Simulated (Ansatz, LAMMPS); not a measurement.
# Site preference of a vacancy of Si in amorphous 84SiO2-16PbO (mol %) (122 atoms)

Aim: make a vacancy of Si at several sites of amorphous 84SiO2-16PbO (mol %) (122 atoms), relax each, and compare their energies.

Method: Kohn-Sham DFT, PBE, PAW (set soft_2), plane waves, in Ansatz 0.2.0.

**1. The system as given**

The cell holds 122 atoms: 36 Si, 7 Pb and 79 O. Its edges and angles: a = 12.166 Å, b = 12.166 Å, c = 12.166 Å, α = 90.0°, β = 90.0°, γ = 90.0°. 122 atoms (36 Si, 7 Sr, 79 O) placed at random at 2.61 g/cm³, melted at 5000 K for 10 ps at fixed volume with the Morse and Coulomb pair potential with partial charges (Pedone, Malavasi, Menziani, Cormack and Segre, J. Phys. Chem. B 110, 11780 (2006)). Quenched from 5000 K to 300 K at 100 K/ps and fixed volume, held 10 ps at zero pressure, then minimised at fixed cell. Then Sr was replaced by Pb and the cell scaled by 1.008 (the potential has no terms for the new elements, so the cell is a start for a DFT relaxation).

Limits known from the start: The quench rate of 100 K/ps far exceeds what a furnace or splat quench reaches, so expect more defects and frozen-in strain than in a real sample. The network of bonds at the start is that of the classical potential that made the cell, and needn't be the one that DFT or experiment would give. Sampling is at Γ alone, for a cell whose shortest periodic width is 12 Å. Spin–orbit coupling is left out, which matters for the levels of the heavy elements.

**2. Single point at the start**

The forces at the start show how far the geometry lies from a minimum of this functional.

Contents of input.yaml:

```yaml
crystal:
  lattice:
    - [12.16623, 0.0, 0.0]
    - [0.0, 12.16623, 0.0]
    - [0.0, 0.0, 12.16623]
  atoms:
    - { symbol: Si, position: [0.79647, 0.21731, 0.70792] }
    - { symbol: Si, position: [0.0163, 0.07094, 0.30937] }
    - { symbol: Si, position: [0.79754, 0.50484, 0.24229] }
    - { symbol: Si, position: [0.00241, 0.35934, 0.0008] }
    - { symbol: Si, position: [0.61596, 0.24532, 0.88193] }
    - { symbol: Si, position: [0.34623, 0.53295, 0.01068] }
    - { symbol: Si, position: [0.96422, 0.31023, 0.25564] }
    - { symbol: Si, position: [0.69155, 0.04594, 0.55668] }
    - { symbol: Si, position: [0.66727, 0.57879, 0.78912] }
    - { symbol: Si, position: [0.05243, 0.03904, 0.56815] }
    - { symbol: Si, position: [0.9542, 0.14465, 0.90497] }
    - { symbol: Si, position: [0.74279, 0.83196, 0.41834] }
    - { symbol: Si, position: [0.74633, 0.6081, 0.55551] }
    - { symbol: Si, position: [0.73639, 0.1045, 0.05212] }
    - { symbol: Si, position: [0.56051, 0.50766, 0.24527] }
    - { symbol: Si, position: [0.35707, 0.29522, 0.89375] }
    - { symbol: Si, position: [0.37961, 0.87992, 0.00529] }
    - { symbol: Si, position: [0.52874, 0.70408, 0.07961] }
    - { symbol: Si, position: [0.47424, 0.95715, 0.65788] }
    - { symbol: Si, position: [0.27417, 0.14906, 0.3002] }
    - { symbol: Si, position: [0.75143, 0.84387, 0.03755] }
    - { symbol: Si, position: [0.32418, 0.54916, 0.27429] }
    - { symbol: Si, position: [0.84035, 0.37526, 0.51368] }
    - { symbol: Si, position: [0.19425, 0.36422, 0.36908] }
    - { symbol: Si, position: [0.54648, 0.46144, 0.60027] }
    - { symbol: Si, position: [0.08349, 0.53002, 0.69034] }
    - { symbol: Si, position: [0.62182, 0.26242, 0.44193] }
    - { symbol: Si, position: [0.39201, 0.12296, 0.07635] }
    - { symbol: Si, position: [0.58543, 0.26456, 0.18486] }
    - { symbol: Si, position: [0.46389, 0.74157, 0.79449] }
    - { symbol: Si, position: [0.06479, 0.30194, 0.5769] }
    - { symbol: Si, position: [0.10732, 0.58587, 0.94715] }
    [... 84 atom lines left out ...]
    - { symbol: O, position: [0.62953, 0.81513, 0.35948] }
    - { symbol: O, position: [0.04335, 0.68492, 0.99323] }
    - { symbol: O, position: [0.88332, 0.1831, 0.79877] }
    - { symbol: O, position: [0.88307, 0.40026, 0.95235] }
    - { symbol: O, position: [0.739, 0.94705, 0.4867] }
    - { symbol: O, position: [0.67754, 0.23404, 0.76586] }
kpoints:
  mp_grid: { grid: [1, 1, 1] }
hamiltonian:
  xc: pbe
scf:
  occupations: { method: gaussian, width: 0.05 }
output:
  forces: true
```

The run is started by

```console
$ ansatz run input.yaml --threads 4 --pin off --max-ram 8192MiB --backend cpu --events-out ev --progress --plain --runs-dir out
```

The log of the run:

```text
[...]
Pseudopotentials: kind: paw
Pseudopotential: Si, paw, valence charge 4, recommended cutoff 420 eV (normal), Si.paw.azcp
Pseudopotential: Pb, paw, valence charge 14, recommended cutoff 420 eV (normal), Pb.paw.azcp
Pseudopotential: O, paw, valence charge 6, recommended cutoff 420 eV (normal), O.paw.azcp
[... 5 lines on functional and potentials left out ...]
Crystal: 122 atoms, lattice volume = 1800.811 Å³
Basis set: ecut = 420 eV, 35273 PW (Γ), exchange–correlation on 180×180×180 points (8 copies of the dense FFT grid, shifted against one another)
Bands: 480, of which v1, the nominal top of the filled ones, is band 358 counted from 1 (357 counted from 0)
Symmetry: 1 space group operations
Space group: P1 (ITA 1), of the structure as read, at distance tolerance 1.2e-4 Å
k-points: 1
[... 7 lines on functional and potentials left out ...]
Initial density: superposition of atomic densities (neutral atoms: chi_scale 0, normalization atom), corrected by the library's trained network
Initial wavefunctions: pseudopotential atomic-orbital guess
[...]
SCF iter   1: F=—  HF=-151167.399081 eV  |F-HF|=—  |Δ(HF+E_count)|=         —  Δρ=2.28e-3  dr2=1.53e-1  ethr=1.77e-3  ⟨swp⟩=6.0  Hψ=2280  notcnv=0  defer=66
preconditioner: auto → Resta (q_TF=auto, 2.340 Å⁻¹)  ε∞=3.1  [insulator: Δε(μ)=2.373 eV  Ē_g=16.164 eV  σ=0.050 eV  W_gap=1.00  n_scr=388 (ndim 8)  ℏωp=23.4 eV  f_vac=0.167  D(μ)=0.00/eV (n_scr^D=0)  ε∞_Penn≈3.1]
SCF iter   2: F=—  HF=-151167.388580 eV  |F-HF|=—  |Δ(HF+E_count)|=   1.05e-2  Δρ=1.24e-3  dr2=3.64e-2  ethr=2.14e-5  ⟨swp⟩=2.0  Hψ=803  notcnv=0  defer=105
SCF iter   3: F=—  HF=-151167.388084 eV  |F-HF|=—  |Δ(HF+E_count)|=   4.96e-4  Δρ=7.09e-4  dr2=1.29e-2  ethr=5.08e-6  ⟨swp⟩=2.0  Hψ=665  notcnv=0  defer=40
automatic band count: iteration 3 solves 415 bands in place of 480: the levels show a gap, and the empty bands left out lie too high to hold charge; the band table lists the bands solved (type scf.n_extra_bands for more)
SCF iter   4: F=—  HF=-151167.386446 eV  |F-HF|=—  |Δ(HF+E_count)|=   1.64e-3  Δρ=2.32e-4  dr2=1.24e-3  ethr=1.80e-6  ⟨swp⟩=2.0  Hψ=660  notcnv=0  defer=40
SCF iter   5: F=—  HF=-151167.386429 eV  |F-HF|=—  |Δ(HF+E_count)|=   1.69e-5  Δρ=1.17e-4  dr2=2.56e-4  ethr=1.73e-7  ⟨swp⟩=2.0  Hψ=666  notcnv=0  defer=40
[...]
SCF iter   9: F=—  HF=-151167.390645 eV  |F-HF|=—  |Δ(HF+E_count)|=   4.84e-7  Δρ=3.67e-6  dr2=2.33e-7  ethr=1.73e-10  ⟨swp⟩=2.0  Hψ=660  notcnv=0  defer=50
SCF iter  10: F=-151167.390645 eV  HF=-151167.390645 eV  |F-HF|=6.81e-9  |Δ(HF+E_count)|=  2.91e-10  Δρ=1.39e-6  dr2=3.74e-8  ethr=1.40e-11  ⟨swp⟩=4.0  Hψ=1405  notcnv=0
SCF 1 converged in 10 iterations: F = -151167.390645 eV  dr2 = 3.74e-8
[...]
SCF converged after 10 iterations
Free energy (F): -151167.390645 eV
Harris-Foulkes:  -151167.390645 eV  (|F-HF|=6.81e-9)
Internal energy: -151167.390645 eV  (E = F + TS)
E sigma→0 (E₀):  -151167.390645 eV
Fermi energy:    4.700605 eV
--- Per-component energies (eV) ---
[...]
Σ components = -151167.390645   (vs F -151167.390645, Δ=0.00e0)
--- Forces (eV/Å), atoms counted from 1 ---
  atom   1  Si    -0.94512129     0.45488210    -0.10663231
  atom   2  Si     2.14491172     1.60667386     0.81516325
  atom   3  Si    -0.82743979    -0.47390223    -2.19828850
  atom   4  Si    -1.90955541     0.78208942     0.70324401
[...]
atom 122  O     -0.68541476     0.06959517    -0.67152761
  max |Σ_I F_I| component: 3.15e-5 eV/Å
```

Run time: 20 s. Hardware: 4 threads of Arm Neoverse V2, shared host; peak memory 2.6 GiB.

Reading the cycles: dr2 is the Hartree energy of the density residual (eV), the measure of convergence; HF is the Harris–Foulkes estimate of the energy, which meets the free energy F at convergence.

The r.m.s. force at the start is 0.92 eV/Å.

**3. Relaxation**

The atoms are relaxed in the fixed cell, aiming at the force tolerance of the input.

Contents of input.yaml:

```yaml
crystal:
  lattice:
    - [12.16623, 0.0, 0.0]
    - [0.0, 12.16623, 0.0]
    - [0.0, 0.0, 12.16623]
  atoms:
    [... the 122 atom lines of step 2 ...]
kpoints:
  mp_grid: { grid: [1, 1, 1] }
hamiltonian:
  xc: pbe
scf:
  occupations: { method: gaussian, width: 0.05 }
output:
  forces: true
relax:
  f_tol: 0.05
  max_steps: 120
```

The log of the run:

```text
[...]
Crystal: 122 atoms, lattice volume = 1800.811 Å³
Basis set: ecut = 420 eV, 35273 PW (Γ), exchange–correlation on 180×180×180 points (8 copies of the dense FFT grid, shifted against one another)
Bands: 480, of which v1, the nominal top of the filled ones, is band 358 counted from 1 (357 counted from 0)
Symmetry: 1 space group operations
[...]
k-points: 1
[...]
SCF iter   1: F=—  HF=-151167.399081 eV  |F-HF|=—  |Δ(HF+E_count)|=         —  Δρ=2.28e-3  dr2=1.53e-1  ethr=1.77e-3  ⟨swp⟩=6.0  Hψ=2280  notcnv=0  defer=66
[...]
SCF iter   6: F=-151167.390633 eV  HF=-151167.390633 eV  |F-HF|=1.01e-7  |Δ(HF+E_count)|=   2.67e-5  Δρ=4.09e-5  dr2=3.28e-5  ethr=8.73e-9  ⟨swp⟩=2.0  Hψ=1496  notcnv=0
SCF 1 converged in 6 iterations: F = -151167.390633 eV  dr2 = 3.28e-5
[...]
relax step   1: F+E_penalty+E_count = -151167.39063318 eV  Δ(F+E_penalty+E_count) = +0.000e0 eV  max|allowed force component| = 2.771e0 eV/Å  Δτ_max = 0.0000 Å  (6 SCF iters, dr2 threshold 6.25e-5 eV, accepted)
[...]
relax step   2: F+E_penalty+E_count = -151169.96825876 eV  Δ(F+E_penalty+E_count) = -2.578e0 eV  max|allowed force component| = 1.842e0 eV/Å  Δτ_max = 0.1950 Å  (7 SCF iters, dr2 threshold 1.00e-4 eV, accepted)
[...]
relax step   3: F+E_penalty+E_count = -151171.92258100 eV  Δ(F+E_penalty+E_count) = -1.954e0 eV  max|allowed force component| = 8.434e-1 eV/Å  Δτ_max = 0.1982 Å  (7 SCF iters, dr2 threshold 1.00e-4 eV, accepted)
relax step   4: F+E_penalty+E_count = -151172.57613137 eV  Δ(F+E_penalty+E_count) = -6.536e-1 eV  max|allowed force component| = 5.391e-1 eV/Å  Δτ_max = 0.2000 Å  (7 SCF iters, dr2 threshold 1.00e-4 eV, accepted)
relax step   5: F+E_penalty+E_count = -151172.90497785 eV  Δ(F+E_penalty+E_count) = -3.288e-1 eV  max|allowed force component| = 6.535e-1 eV/Å  Δτ_max = 0.1967 Å  (7 SCF iters, dr2 threshold 6.09e-5 eV, accepted)
relax step   6: F+E_penalty+E_count = -151173.14838022 eV  Δ(F+E_penalty+E_count) = -2.434e-1 eV  max|allowed force component| = 3.631e-1 eV/Å  Δτ_max = 0.2000 Å  (7 SCF iters, dr2 threshold 1.00e-4 eV, accepted)
relax step   7: F+E_penalty+E_count = -151173.30007178 eV  Δ(F+E_penalty+E_count) = -1.517e-1 eV  max|allowed force component| = 4.786e-1 eV/Å  Δτ_max = 0.1957 Å  (7 SCF iters, dr2 threshold 4.07e-5 eV, accepted)
relax step   8: F+E_penalty+E_count = -151173.40793493 eV  Δ(F+E_penalty+E_count) = -1.079e-1 eV  max|allowed force component| = 2.807e-1 eV/Å  Δτ_max = 0.1969 Å  (6 SCF iters, dr2 threshold 7.07e-5 eV, accepted)
relax step   9: F+E_penalty+E_count = -151173.52542903 eV  Δ(F+E_penalty+E_count) = -1.175e-1 eV  max|allowed force component| = 3.351e-1 eV/Å  Δτ_max = 0.1950 Å  (7 SCF iters, dr2 threshold 2.71e-5 eV, accepted)
relax step  10: F+E_penalty+E_count = -151173.62420695 eV  Δ(F+E_penalty+E_count) = -9.878e-2 eV  max|allowed force component| = 4.086e-1 eV/Å  Δτ_max = 0.1935 Å  (7 SCF iters, dr2 threshold 3.86e-5 eV, accepted)
relax step  11: F+E_penalty+E_count = -151173.67713598 eV  Δ(F+E_penalty+E_count) = -5.293e-2 eV  max|allowed force component| = 4.554e-1 eV/Å  Δτ_max = 0.2000 Å  (7 SCF iters, dr2 threshold 1.00e-4 eV, accepted)
relax step  12: F+E_penalty+E_count = -151173.76094243 eV  Δ(F+E_penalty+E_count) = -8.381e-2 eV  max|allowed force component| = 2.492e-1 eV/Å  Δτ_max = 0.1212 Å  (6 SCF iters, dr2 threshold 1.00e-4 eV, accepted)
relax step  13: F+E_penalty+E_count = -151173.79694093 eV  Δ(F+E_penalty+E_count) = -3.600e-2 eV  max|allowed force component| = 3.716e-1 eV/Å  Δτ_max = 0.2000 Å  (7 SCF iters, dr2 threshold 1.86e-5 eV, accepted)
relax step  14: F+E_penalty+E_count = -151173.85989064 eV  Δ(F+E_penalty+E_count) = -6.295e-2 eV  max|allowed force component| = 1.584e-1 eV/Å  Δτ_max = 0.0807 Å  (6 SCF iters, dr2 threshold 4.14e-5 eV, accepted)
relax step  15: F+E_penalty+E_count = -151173.91932788 eV  Δ(F+E_penalty+E_count) = -5.944e-2 eV  max|allowed force component| = 1.150e-1 eV/Å  Δτ_max = 0.2000 Å  (9 SCF iters, dr2 threshold 4.56e-6 eV, accepted)
relax step  16: F+E_penalty+E_count = -151173.96194152 eV  Δ(F+E_penalty+E_count) = -4.261e-2 eV  max|allowed force component| = 1.206e-1 eV/Å  Δτ_max = 0.2000 Å  (10 SCF iters, accepted)
relax step  17: F+E_penalty+E_count = -151173.97285235 eV  Δ(F+E_penalty+E_count) = -1.091e-2 eV  max|allowed force component| = 1.175e-1 eV/Å  Δτ_max = 0.0323 Å  (6 SCF iters, dr2 threshold 7.67e-6 eV, accepted)
relax step  18: F+E_penalty+E_count = -151173.97852794 eV  Δ(F+E_penalty+E_count) = -5.676e-3 eV  max|allowed force component| = 1.161e-1 eV/Å  Δτ_max = 0.0355 Å  (5 SCF iters, dr2 threshold 1.31e-5 eV, accepted)
relax step  19: F+E_penalty+E_count = -151173.99187742 eV  Δ(F+E_penalty+E_count) = -1.335e-2 eV  max|allowed force component| = 1.290e-1 eV/Å  Δτ_max = 0.2000 Å  (7 SCF iters, dr2 threshold 1.28e-5 eV, accepted)
relax step  20: F+E_penalty+E_count = -151173.99831902 eV  Δ(F+E_penalty+E_count) = -6.442e-3 eV  max|allowed force component| = 8.055e-2 eV/Å  Δτ_max = 0.0368 Å  (5 SCF iters, dr2 threshold 1.62e-5 eV, accepted)
relax step  21: F+E_penalty+E_count = -151174.00384466 eV  Δ(F+E_penalty+E_count) = -5.526e-3 eV  max|allowed force component| = 7.799e-2 eV/Å  Δτ_max = 0.0342 Å  (6 SCF iters, dr2 threshold 2.53e-6 eV, accepted)
relax step  22: F+E_penalty+E_count = -151174.01976851 eV  Δ(F+E_penalty+E_count) = -1.592e-2 eV  max|allowed force component| = 9.300e-2 eV/Å  Δτ_max = 0.2000 Å  (9 SCF iters, accepted)
relax step  23: F+E_penalty+E_count = -151174.02861288 eV  Δ(F+E_penalty+E_count) = -8.844e-3 eV  max|allowed force component| = 2.023e-1 eV/Å  Δτ_max = 0.1235 Å  (7 SCF iters, dr2 threshold 8.11e-6 eV, accepted)
relax step  24: F+E_penalty+E_count = -151174.03630227 eV  Δ(F+E_penalty+E_count) = -7.689e-3 eV  max|allowed force component| = 1.445e-1 eV/Å  Δτ_max = 0.0316 Å  (5 SCF iters, dr2 threshold 4.09e-5 eV, accepted)
relax step  25: F+E_penalty+E_count = -151174.05480236 eV  Δ(F+E_penalty+E_count) = -1.850e-2 eV  max|allowed force component| = 1.007e-1 eV/Å  Δτ_max = 0.2000 Å  (7 SCF iters, dr2 threshold 1.07e-5 eV, accepted)
relax step  26: F+E_penalty+E_count = -151174.07123328 eV  Δ(F+E_penalty+E_count) = -1.643e-2 eV  max|allowed force component| = 3.341e-1 eV/Å  Δτ_max = 0.1951 Å  (8 SCF iters, dr2 threshold 4.92e-6 eV, accepted)
relax step  27: F+E_penalty+E_count = -151174.08717542 eV  Δ(F+E_penalty+E_count) = -1.594e-2 eV  max|allowed force component| = 3.709e-1 eV/Å  Δτ_max = 0.1310 Å  (6 SCF iters, dr2 threshold 5.42e-5 eV, accepted)
relax step  28: F+E_penalty+E_count = -151174.11608663 eV  Δ(F+E_penalty+E_count) = -2.891e-2 eV  max|allowed force component| = 2.847e-1 eV/Å  Δτ_max = 0.1953 Å  (6 SCF iters, dr2 threshold 1.00e-4 eV, accepted)
relax step  29: F+E_penalty+E_count = -151174.13380200 eV  Δ(F+E_penalty+E_count) = -1.772e-2 eV  max|allowed force component| = 3.626e-1 eV/Å  Δτ_max = 0.1964 Å  (6 SCF iters, dr2 threshold 4.78e-5 eV, accepted)
relax step  30: F+E_penalty+E_count = -151174.18047231 eV  Δ(F+E_penalty+E_count) = -4.667e-2 eV  max|allowed force component| = 2.758e-1 eV/Å  Δτ_max = 0.0998 Å  (5 SCF iters, dr2 threshold 7.75e-5 eV, accepted)
relax step  31: F+E_penalty+E_count = -151174.22166900 eV  Δ(F+E_penalty+E_count) = -4.120e-2 eV  max|allowed force component| = 1.499e-1 eV/Å  Δτ_max = 0.2000 Å  (7 SCF iters, dr2 threshold 4.40e-5 eV, accepted)
relax step  32: F+E_penalty+E_count = -151174.11228652 eV  Δ(F+E_penalty+E_count) = +1.094e-1 eV  max|allowed force component| = 6.413e-1 eV/Å  Δτ_max = 0.2000 Å  (8 SCF iters, dr2 threshold 6.64e-6 eV, rejected (line search))
relax step  33: F+E_penalty+E_count = -151174.24244828 eV  Δ(F+E_penalty+E_count) = -2.078e-2 eV  max|allowed force component| = 8.966e-2 eV/Å  Δτ_max = 0.0680 Å  (10 SCF iters, accepted)
relax step  34: F+E_penalty+E_count = -151174.24600419 eV  Δ(F+E_penalty+E_count) = -3.556e-3 eV  max|allowed force component| = 1.207e-1 eV/Å  Δτ_max = 0.1000 Å  (9 SCF iters, accepted)
relax step  35: F+E_penalty+E_count = -151174.25477593 eV  Δ(F+E_penalty+E_count) = -8.772e-3 eV  max|allowed force component| = 5.088e-2 eV/Å  Δτ_max = 0.0432 Å  (7 SCF iters, dr2 threshold 5.21e-6 eV, accepted)
relax step  36: F+E_penalty+E_count = -151174.24798572 eV  Δ(F+E_penalty+E_count) = +6.790e-3 eV  max|allowed force component| = 1.531e-1 eV/Å  Δτ_max = 0.0453 Å  (9 SCF iters, rejected (line search))
relax step  37: F+E_penalty+E_count = -151174.25562607 eV  Δ(F+E_penalty+E_count) = -8.501e-4 eV  max|allowed force component| = 1.002e-1 eV/Å  Δτ_max = 0.0201 Å  (9 SCF iters, accepted)
relax step  38: F+E_penalty+E_count = -151174.25455189 eV  Δ(F+E_penalty+E_count) = +1.074e-3 eV  max|allowed force component| = 1.146e-1 eV/Å  Δτ_max = 0.0712 Å  (9 SCF iters, rejected (line search))
[...]
relax step  39: F+E_penalty+E_count = -151174.25940625 eV  Δ(F+E_penalty+E_count) = -3.780e-3 eV  max|allowed force component| = 2.428e-2 eV/Å  Δτ_max = 0.0349 Å  (9 SCF iters, accepted)
SCF converged after 9 iterations
Free energy (F): -151174.259406 eV
[...]
Internal energy: -151174.259406 eV  (E = F + TS)
E sigma→0 (E₀):  -151174.259406 eV
Fermi energy:    5.066537 eV
[...]
--- Forces (eV/Å), atoms counted from 1 ---
  atom   1  Si    -0.00114989     0.00639336    -0.00417380
  atom   2  Si     0.00993242    -0.00041425    -0.00216752
  atom   3  Si     0.00257140     0.00066404    -0.00196556
  atom   4  Si    -0.00067362     0.00363389    -0.00094394
  atom   5  Si    -0.00675581     0.00130231    -0.00177646
  atom   6  Si     0.00062466    -0.00394958    -0.00591339
  atom   7  Si     0.00273815    -0.00116370     0.00405803
  atom   8  Si    -0.00435701    -0.00237919     0.00685697
  atom   9  Si    -0.00441252    -0.00284744    -0.00786346
  atom  10  Si     0.00303261     0.00309343     0.00677772
  atom  11  Si    -0.01026749     0.01601582    -0.00308299
  atom  12  Si     0.00374792     0.00012286     0.01721853
  atom  13  Si     0.00750243     0.01025561    -0.00127448
  atom  14  Si    -0.00518205    -0.00012936    -0.00128426
[...]
atom 121  O      0.00534766     0.00127094    -0.00697133
  atom 122  O      0.00260432    -0.00315989     0.00048317
  max |Σ_I F_I| component: 2.94e-5 eV/Å
--- Relaxed structure (39 steps of the walk, 36 accepted, 0 SCFs on fresh bases) ---
  F+E_penalty+E_count = -151174.25940625 eV   max|allowed force component| = 2.428e-2 eV/Å
  atoms:
    - { symbol: Si, position: [0.794520, 0.201938, 0.715229] }
    - { symbol: Si, position: [0.019508, 0.088177, 0.334530] }
    - { symbol: Si, position: [0.795444, 0.503855, 0.236424] }
    - { symbol: Si, position: [-0.014668, 0.360546, -0.00486192] }
[...]
- { symbol: O, position: [0.673438, 0.229376, 0.765751] }
```

Elapsed: 10 min, on 4 threads; peak memory 2.6 GiB; 40 min of CPU time.

The relaxation converged after 39 steps, 6.87 eV below its start, with a largest force component of 0.024 eV/Å.

(Part 1 of 2 ends here.)

[Long decimals in the printed logs are rounded to 6 places.]

[Logs are printed without paths, hosts, clocks, repeated set-up lines and the standing remarks that a program may print on its own settings, such as how far it seeks lower states.]

[Hosts, paths, dates, database ids (printed as entryN), source tags and the programs' standing remarks are cut or masked in the printed files.]
